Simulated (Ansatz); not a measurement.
Rows from a G0W0 calculation on ZnWO4 (P2/c) (Ansatz 0.2.0; G0W0 on LDA, plane waves, PAW; 4×4×4 mesh, 348 empty bands, screening to 110 eV, hard PAW files), in eV. Spin-orbit coupling is left out.

```tsv
row	k	band	start	Σx	Σc at the solution	Vxc
A	(0.000, -0.500, 0.000)	c2	13.853	-16.503	-4.482	-22.313
B	(0.250, 0.000, -0.250)	c1	13.405	-15.772	-4.428	-21.449
C	(0.000, -0.500, 0.000)	v1	10.056	-29.466	4.881	-24.216
D	(0.250, 0.000, -0.250)	v1	10.037	-27.942	4.752	-22.881
E	(0.250, 0.000, -0.250)	c2	13.478	-15.421	-4.281	-20.919
F	(0.000, -0.500, 0.000)	c1	12.921	-15.659	-4.376	-21.251
```

**Question.** Give the quasiparticle energies and the shift of each level.

The quasiparticle equation reads E = start + Σx + Σc(E) − Vxc.

```tsv
row	E (eV)	shift (eV)
A	15.181	+1.329
B	14.655	+1.250
C	9.688	−0.368
D	9.729	−0.309
E	14.695	+1.217
F	14.136	+1.215
```

The gap over the computed points goes from 2.86 eV to 4.41 eV.

Limits: not at the basis limit; d shell near the gap, gap tends to lie low; no spin-orbit coupling.

[Paths, hosts, dates, memory and timing lines, banners, echoed tables and standing remarks are left out of the program output.]

[Logs are printed without paths, hosts, clocks, repeated set-up lines and the standing remarks that a program may print on its own settings, such as how far it seeks lower states.]

[Runs of the session that timed out or met a known fault of the program may be left out.]

[Cells called generated may have been cut or substituted from an entry of the Crystallography Open Database or the Materials Project.]

[Hosts, paths, dates, database ids (printed as entryN), source tags and the programs' standing remarks are cut or masked in the printed files.]
